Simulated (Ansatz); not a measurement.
**NaWO3 (cubic perovskite) (Pm-3m): how robust is the cRPA U?**

Wanted: the sensitivity and cost of U and J for NaWO3 (cubic perovskite) (Pm-3m).

Main program and level: Ansatz 0.2.0; constrained RPA on LDA, plane waves, PAW.

The structure was built from a prototype and need not be the compound's stable phase.

### 1. Set-up

It takes space group Pm-3m (No. 221, cubic). Conventional cell: a = 3.846 Å, b = 3.846 Å, c = 3.846 Å, α = 90.00°, β = 90.00°, γ = 90.00°. Nearest to Na lie 12 O at 2.72 Å. W has 6 O at 1.92 Å nearest. O has 2 W at 1.92 Å and 4 Na at 2.72 Å nearest. Farther neighbours and most contacts between anions are not listed.

The structure was relaxed with LDA. The structure type comes from a generator and need not be one that this composition takes. The structure was generated from a model, not taken from a measurement. The runs that relaxed it are not among those shown. The program's search for lower electronic states was switched off, so nothing shows that the state found is the lowest. Spin-orbit coupling is left out unless a step names it. The default PAW set here is soft_2. Its files were made with PBE.

### 2. Base: W t2g, bands v1 to c2, 4×4×4 mesh, medium accuracy

Constrained RPA screens the interaction with every transition except those inside the target bands, which a later many-body model would treat itself.

File input.yaml:

```yaml
crystal:
  lattice:
    - [0.0, -3.84568821, 0.0]
    - [0.0, 0.0, 3.84568821]
    - [-3.84568821, 0.0, 0.0]
  atoms:
    - { symbol: Na, position: [0.0, 0.0, 0.0] }
    - { symbol: W, position: [0.5, 0.5, 0.5] }
    - { symbol: O, position: [0.5, 0.5, 0.0] }
    - { symbol: O, position: [0.5, 0.0, 0.5] }
    - { symbol: O, position: [0.0, 0.5, 0.5] }
kpoints:
  mp_grid: { grid: [6, 6, 6] }
hamiltonian:
  xc: lda
scf:
  occupations: { method: gaussian, width: 0.08 }
  n_extra_bands: 19
  max_iter: 150
  lower_state_search: "off"
output:
  crpa:
    kmesh: [4, 4, 4]
    target_bands: [v1, c2]
    projections: [{ species: W, l: d, shell: 5, orbitals: [dxz, dyz, dxy] }]
  local_orbitals:
    kmesh: [8, 8, 8]
    orbitals: [{ species: W, l: d, shell: 5, orbitals: [dxz, dyz, dxy] }]
    window: { bands: [v1, c2] }
    seedname: lo
```

Run with:

```sh
$ ansatz run input.yaml --threads 4 --pin off --max-ram 9216MiB --backend cpu --events-out ev --progress --plain --runs-dir out
```

Numbers of over 12 decimals in the logs are rounded to 6 here.

What it wrote:

```text
scf.n_extra_bands = 19 over 21 filled bands (N_el = 41.0): the run solves 40 bands
Engine: ansatz 0.2.0, x86_64-unknown-linux-gnu
Pseudopotentials: kind: paw
Pseudopotential: Na, paw, valence charge 9, recommended cutoff 420 eV (normal), Na.paw.azcp
Pseudopotential: W, paw, valence charge 14, recommended cutoff 420 eV (normal), W.paw.azcp
Pseudopotential: O, paw, valence charge 6, recommended cutoff 420 eV (normal), O.paw.azcp
Functional definition: SPW92
  exchange = slater_x
  correlation = pw_c
Crystal: 5 atoms, lattice volume = 56.875 Å³
Basis set: ecut = 420 eV, 1141 PW (Γ)
Bands: 40, of which v1, the nominal top of the filled ones, is band 21 counted from 1 (20 counted from 0)
Symmetry: 48 space group operations
Space group: Pm-3m (ITA 221), of the structure as read, at distance tolerance 3.8e-5 Å
k-points: 20 of 216
Non-local potential: Na, projectors of the file, l = 0: 3, l = 1: 2, l = 2: 1
Non-local potential: W, projectors of the file, l = 0: 3, l = 1: 2, l = 2: 2, l = 3: 1
Non-local potential: O, projectors of the file, l = 0: 2, l = 1: 2, l = 2: 1
PAW form: soft (Blöchl's): semilocal exchange-correlation on the pseudo side does not see the compensation charge
PAW frozen core: Na, regenerated for the run's functional, and the local potential with it (the file was generated under x = pbe(κ = 0.804, μ = 0.219515), c = pbe(β = 0.066725))
PAW frozen core: W, regenerated for the run's functional, and the local potential with it (the file was generated under x = pbe(κ = 0.804, μ = 0.219515), c = pbe(β = 0.066725))
PAW frozen core: O, regenerated for the run's functional, and the local potential with it (the file was generated under x = pbe(κ = 0.804, μ = 0.219515), c = pbe(β = 0.066725))
PAW one-centre angular grid: Na, 110 points (default); XC on 64 Gauss nodes
PAW one-centre angular grid: W, 590 points (default); XC on 64 Gauss nodes
PAW one-centre angular grid: O, 110 points (default); XC on 64 Gauss nodes
Initial density: superposition of atomic densities (neutral atoms: chi_scale 0, normalization atom), corrected by the library's trained network
Initial wavefunctions: pseudopotential atomic-orbital guess
Functional: x = slater, c = lda
SCF iter   1: F=—  HF=-13265.749595 eV  |F-HF|=—  |Δ(HF+E_count)|=         —  Δρ=1.86e-2  dr2=1.76e-1  ethr=1.77e-3  ⟨swp⟩=5.5  Hψ=3734  notcnv=0  defer=101
preconditioner: auto → LDOS  [insulator: Δε(μ)=0.183 eV  Ē_g=23.555 eV  σ=0.080 eV  W_gap=0.62  n_scr=18 (ndim 8)  ℏωp=27.4 eV  f_vac=0.037  D(μ)=2.14/eV (n_scr^D=18)  ε∞_Penn≈2.4  β→1.0]
SCF iter   2: F=—  HF=-13265.715949 eV  |F-HF|=—  |Δ(HF+E_count)|=   3.36e-2  Δρ=1.07e-2  dr2=3.24e-2  ethr=4.29e-4  ⟨swp⟩=2.0  Hψ=1400  notcnv=0  defer=257
[...]
SCF iter   6: F=-13265.702854 eV  HF=-13265.702854 eV  |F-HF|=3.81e-8  |Δ(HF+E_count)|=   4.50e-6  Δρ=1.42e-5  dr2=4.15e-8  ethr=2.44e-10  ⟨swp⟩=7.2  Hψ=4106  notcnv=0
SCF 1 converged in 6 iterations: F = -13265.702854 eV  dr2 = 4.15e-8
[...]
NSCF: frozen V_eff on 38 k-points
NSCF: frozen V_eff on 10 k-points
[...]
cRPA screening: q 1/64
cRPA screening: q 2/64
cRPA screening: q 8/64 (q-point 3)
cRPA screening: q 11/64 (q-point 6)
cRPA screening: q 23/64 (q-point 7)
cRPA screening: q 35/64 (q-point 11)
cRPA screening: q 38/64 (q-point 22)
cRPA screening: q 46/64 (q-point 23)
cRPA screening: q 58/64 (q-point 27)
cRPA screening: q 64/64 (q-point 43)
SCF converged after 6 iterations
Free energy (F): -13265.702854 eV
Harris-Foulkes:  -13265.702854 eV  (|F-HF|=3.81e-8)
Internal energy: -13265.695968 eV  (E = F + TS)
E sigma→0 (E₀):  -13265.699411 eV
Entropy (-TS):   -0.006886 eV (-1.377 meV/atom)
Fermi energy:    11.186831 eV
--- Per-component energies (eV) ---
  E_band       = -411.403165
  E_kinetic    = 1096.692028
  E_local      = -3099.372413  (includes V_loc(G=0)·N_el)
  E_nonlocal   = 270.846888
  E_hartree    = 1084.628946
  E_xc         = -520.584414
  E_vxc        = -568.042334  (∫ρ·V_xc dr)
  E_paw        = -8995.754035  (= ΣΔE_a)
  E_vpaw       = -280.788672  (= ΣTr[D̂ρ^β])
  E_aug_tail   = 0.007358  (compensation charges beyond the density's cutoff)
  E_ewald      = -3102.875133
  E_core_change = 0.714807  (= ΣΔE_core)
  E_smearing   = -0.006886  (= −TS)
  E_closure    = -0.000000  (closes the sum)
  Σ components = -13265.702854   (vs F -13265.702854, Δ=0.00e0)
--- Band table (eV; the first three rows and the last of 20) ---
  k-point 0: bands = [... 17 lower, 7.4205, 7.4205, 7.4205, 9.6595, 9.6595, 9.6595, 13.3136, 14.7378, ... 15 higher]
  k-point 1: bands = [... 17 lower, 6.9620, 7.3379, 7.3379, 9.6822, 10.6553, 10.6553, 13.8247, 14.7420, ... 15 higher]
  k-point 2: bands = [... 17 lower, 6.7504, 7.3268, 7.3268, 9.7283, 12.2025, 12.2025, 14.7500, 15.0076, ... 15 higher]
  k-point 19: bands = [... 17 lower, 8.2805, 8.2805, 8.2805, 14.3580, 14.3580, 14.3580, 15.8113, 20.3396, ... 15 higher]
--- cRPA (band scheme, projected local orbitals): target bands 21..23 (1-based), 3 Wannier function(s), 4×4×4 mesh, 46 bands' worth read of 51 solved, ecut_chi 136.0 eV, v(q+G=0) probe_charge, pair densities all_electron ---
  bands read: the sum over 46 bands ends inside a degenerate multiplet in 11 slots, whose members it reads at an even weight; the widest, k=2: bands 46 to 47 (counted from 1) at 1/2 each
  χ-basis size per q: N_G = 196..216
  window electrons = 1.0000, filled by tetrahedron_uncorrected; constrained ε̄⁻¹(q = 0, 0) head = 0.221888; min gauge Gram eig = 0.5689
  Kanamori averages over each shell's own Wannier functions (sites counted from 0, functions from 1):
    Site 1, 5D, 3 of 5 d orbitals (Wannier functions 1, 2, 3; wannier90's mr 2, 3, 5):
      screened: U = 3.0920 eV, U' = 2.4796 eV, J = 0.2834 eV
      screened, to within: U = 3.0e-3 eV, U' = 3.0e-3 eV, J = 4.2e-4 eV
      bare: V = 11.1587 eV, V' = 10.2344 eV, J = 0.3900 eV
  Hermiticity witness max|P − P†| over intra, direct and exchange elements: 1.78e-15 eV (screened), 1.06e-19 eV (bare)
  Reality witness max|Im| over intra, direct and exchange elements: 4.71e-19 eV (screened), 2.14e-18 eV (bare)
```

Run time: 9.7 s. Hardware: 4 threads of AMD EPYC 9R45, shared host; peak memory 0.6 GiB.

Numbers from this step:

* U: 3.092 eV
* U prime (inter-orbital): 2.480 eV
* J: 0.2834 eV
* bare V: 11.16 eV
* bare J: 0.3900 eV
* stated bound on U: 0.002989 eV
* U over bare V: 0.2771
* electrons in the window: 1.000
* head of the constrained inverse dielectric matrix: 0.2219
* least eigenvalue of the projection's overlap: 0.5689
* target functions: 3
* bands in the sums: 46
* r.m.s. miss of the model bands: 0.001664 eV
* width of the target bands: 4.699 eV
* weight of the projected orbitals in the window: 0.6968

On the W t2g shell, screening brings the on-site interaction from 11.2 eV down to U = 3.09 eV.

### 3. Changed: 6×6×6 mesh

input.yaml, the sections that differ from step 2:

```yaml
output:
  crpa:
    kmesh: [6, 6, 6]
    target_bands: [v1, c2]
    projections: [{ species: W, l: d, shell: 5, orbitals: [dxz, dyz, dxy] }]
# crystal, kpoints, hamiltonian, scf: as in step 2
```

What it wrote:

```text
[...]
Crystal: 5 atoms, lattice volume = 56.875 Å³
Basis set: ecut = 420 eV, 1141 PW (Γ)
Bands: 40, of which v1, the nominal top of the filled ones, is band 21 counted from 1 (20 counted from 0)
Symmetry: 48 space group operations
[...]
k-points: 20 of 216
[...]
SCF iter   1: F=—  HF=-13265.749595 eV  |F-HF|=—  |Δ(HF+E_count)|=         —  Δρ=1.86e-2  dr2=1.76e-1  ethr=1.77e-3  ⟨swp⟩=5.5  Hψ=3734  notcnv=0  defer=101
[...]
SCF iter   6: F=-13265.702854 eV  HF=-13265.702854 eV  |F-HF|=3.81e-8  |Δ(HF+E_count)|=   4.50e-6  Δρ=1.42e-5  dr2=4.15e-8  ethr=2.44e-10  ⟨swp⟩=7.2  Hψ=4106  notcnv=0
SCF 1 converged in 6 iterations: F = -13265.702854 eV  dr2 = 4.15e-8
[...]
NSCF: frozen V_eff on 20 k-points
[...]
cRPA screening: q 1/216
cRPA screening: q 2/216
cRPA screening: q 8/216 (q-point 3)
cRPA screening: q 14/216 (q-point 4)
cRPA screening: q 17/216 (q-point 8)
[...]
SCF converged after 6 iterations
Free energy (F): -13265.702854 eV
[...]
Internal energy: -13265.695968 eV  (E = F + TS)
E sigma→0 (E₀):  -13265.699411 eV
Entropy (-TS):   -0.006886 eV (-1.377 meV/atom)
Fermi energy:    11.186831 eV
[...]
--- Band table (eV; the first three rows and the last of 20) ---
  k-point 0: bands = [... 17 lower, 7.4205, 7.4205, 7.4205, 9.6595, 9.6595, 9.6595, 13.3136, 14.7378, ... 15 higher]
  k-point 1: bands = [... 17 lower, 6.9620, 7.3379, 7.3379, 9.6822, 10.6553, 10.6553, 13.8247, 14.7420, ... 15 higher]
  k-point 2: bands = [... 17 lower, 6.7504, 7.3268, 7.3268, 9.7283, 12.2025, 12.2025, 14.7500, 15.0076, ... 15 higher]
  k-point 19: bands = [... 17 lower, 8.2805, 8.2805, 8.2805, 14.3580, 14.3580, 14.3580, 15.8113, 20.3396, ... 15 higher]
[...]
χ-basis size per q: N_G = 196..216
[...]
Site 1, 5D, 3 of 5 d orbitals (Wannier functions 1, 2, 3; wannier90's mr 2, 3, 5):
      screened: U = 3.0857 eV, U' = 2.4765 eV, J = 0.2819 eV
      screened, to within: U = 3.0e-3 eV, U' = 3.0e-3 eV, J = 4.2e-4 eV
      bare: V = 11.0909 eV, V' = 10.1702 eV, J = 0.3880 eV
[...]
```

Wall time 46 s (4 threads); peak memory 0.76 GiB; 2.8 min of CPU time.

Numbers from this step:

```
U                                                 : 3.086 eV
U prime (inter-orbital)                           : 2.477 eV
J                                                 : 0.2819 eV
bare V                                            : 11.09 eV
bare J                                            : 0.3880 eV
stated bound on U                                 : 0.002975 eV
U over bare V                                     : 0.2782
electrons in the window                           : 1.0000
head of the constrained inverse dielectric matrix : 0.2304
least eigenvalue of the projection's overlap      : 0.5689
target functions                                  : 3
bands in the sums                                 : 46
width of the target bands                         : 4.699 eV
weight of the projected orbitals in the window    : 0.6968
```

On the W t2g shell, screening brings the on-site interaction from 11.1 eV down to U = 3.09 eV.

### 4. Changed: 2×2×2 mesh

Changes to input.yaml since step 3:

```diff
@@ -22,3 +22,3 @@
   crpa:
-    kmesh: [6, 6, 6]
+    kmesh: [2, 2, 2]
     target_bands: [v1, c2]
```

What it wrote:

```text
[...]
Crystal: 5 atoms, lattice volume = 56.875 Å³
Basis set: ecut = 420 eV, 1141 PW (Γ)
Bands: 40, of which v1, the nominal top of the filled ones, is band 21 counted from 1 (20 counted from 0)
Symmetry: 48 space group operations
[...]
k-points: 20 of 216
[...]
k-point 19: bands = [... 17 lower, 8.2805, 8.2805, 8.2805, 14.3580, 14.3580, 14.3580, 15.8113, 20.3396, ... 15 higher]
[...]
χ-basis size per q: N_G = 196..216
[...]
Site 1, 5D, 3 of 5 d orbitals (Wannier functions 1, 2, 3; wannier90's mr 2, 3, 5):
      screened: U = 3.4194 eV, U' = 2.7447 eV, J = 0.3113 eV
      screened, to within: U = 3.7e-3 eV, U' = 3.7e-3 eV, J = 4.6e-4 eV
      bare: V = 11.9988 eV, V' = 11.0079 eV, J = 0.4242 eV
[...]
[key lines of the parts left out:]
SCF converged after 6 iterations
Free energy (F): -13265.702854 eV
Fermi energy:    11.186831 eV
```

Elapsed: 1.9 s, on 4 threads; peak memory 0.53 GiB; 6.1 s of CPU time.

This step gave:

| Item | Value |
| --- | --- |
| U | 3.419 eV |
| U prime (inter-orbital) | 2.745 eV |
| J | 0.3113 eV |
| bare V | 12.00 eV |
| bare J | 0.4242 eV |
| stated bound on U | 0.003631 eV |
| U over bare V | 0.2850 |
| electrons in the window | 1.0000 |
| head of the constrained inverse dielectric matrix | 0.1927 |
| least eigenvalue of the projection's overlap | 0.5689 |
| target functions | 3 |
| bands in the sums | 46 |
| width of the target bands | 4.699 eV |
| weight of the projected orbitals in the window | 0.6968 |

On the W t2g shell, screening brings the on-site interaction from 12.0 eV down to U = 3.42 eV.

### 5. Changed: sums over states on smooth products

Changes to input.yaml since step 4:

```diff
@@ -22,4 +22,8 @@
   crpa:
-    kmesh: [2, 2, 2]
+    kmesh: [4, 4, 4]
     target_bands: [v1, c2]
     projections: [{ species: W, l: d, shell: 5, orbitals: [dxz, dyz, dxy] }]
+    accuracy: sum_over_states
+    pair_densities: pseudo
+    n_empty_bands: 42
+    ecut_chi: 136
```

What it wrote:

```text
[...]
Crystal: 5 atoms, lattice volume = 56.875 Å³
Basis set: ecut = 420 eV, 1141 PW (Γ)
Bands: 40, of which v1, the nominal top of the filled ones, is band 21 counted from 1 (20 counted from 0)
Symmetry: 48 space group operations
[...]
k-points: 20 of 216
[...]
χ-basis size per q: N_G = 196..216
[...]
U and J over all bands: no bound (output.crpa.accuracy: sum_over_states); those below are of the sums over the bands read on the sphere of ecut_chi alone
[...]
Site 1, 5D, 3 of 5 d orbitals (Wannier functions 1, 2, 3; wannier90's mr 2, 3, 5):
      screened: U = 3.1891 eV, U' = 2.4940 eV, J = 0.3245 eV
      bare: V = 11.1587 eV, V' = 10.2344 eV, J = 0.3900 eV
[...]
[key lines of the parts left out:]
SCF converged after 6 iterations
Free energy (F): -13265.702854 eV
Fermi energy:    11.186831 eV
```

The job ended after 1.5 s (4 threads; peak memory 0.47 GiB).

This variant gives U = 3.19 eV against 3.09 eV. It is a finite sum over empty states with no bound on its error and stays out of the table below.

### 6. Changed: sums over states

Changes to input.yaml since step 5:

```diff
@@ -26,3 +26,2 @@
     accuracy: sum_over_states
-    pair_densities: pseudo
     n_empty_bands: 42
```

What it wrote:

```text
[...]
Crystal: 5 atoms, lattice volume = 56.875 Å³
Basis set: ecut = 420 eV, 1141 PW (Γ)
Bands: 40, of which v1, the nominal top of the filled ones, is band 21 counted from 1 (20 counted from 0)
Symmetry: 48 space group operations
[...]
k-points: 20 of 216
[...]
k-point 2: bands = [... 17 lower, 6.7504, 7.3268, 7.3268, 9.7283, 12.2025, 12.2025, 14.7500, 15.0076, ... 15 higher]
  k-point 19: bands = [... 17 lower, 8.2805, 8.2805, 8.2805, 14.3580, 14.3580, 14.3580, 15.8113, 20.3396, ... 15 higher]
[...]
χ-basis size per q: N_G = 196..216
[...]
Site 1, 5D, 3 of 5 d orbitals (Wannier functions 1, 2, 3; wannier90's mr 2, 3, 5):
      screened: U = 3.1412 eV, U' = 2.4845 eV, J = 0.3056 eV
      bare: V = 11.1587 eV, V' = 10.2344 eV, J = 0.3900 eV
[...]
[key lines of the parts left out:]
SCF converged after 6 iterations
Free energy (F): -13265.702854 eV
Fermi energy:    11.186831 eV
```

Wall time 2.2 s (4 threads); peak memory 0.57 GiB.

This variant gives U = 3.14 eV against 3.09 eV. It is a finite sum over empty states with no bound on its error and stays out of the table below.

(Part 1 of 2 ends here.)

[Paths, hosts, dates, memory and timing lines, banners, echoed tables and standing remarks are left out of the program output.]

[Logs are printed without paths, hosts, clocks, repeated set-up lines and the standing remarks that a program may print on its own settings, such as how far it seeks lower states.]

[Runs of the session that timed out or met a known fault of the program may be left out.]

[Hosts, paths, dates, database ids (printed as entryN), source tags and the programs' standing remarks are cut or masked in the printed files.]
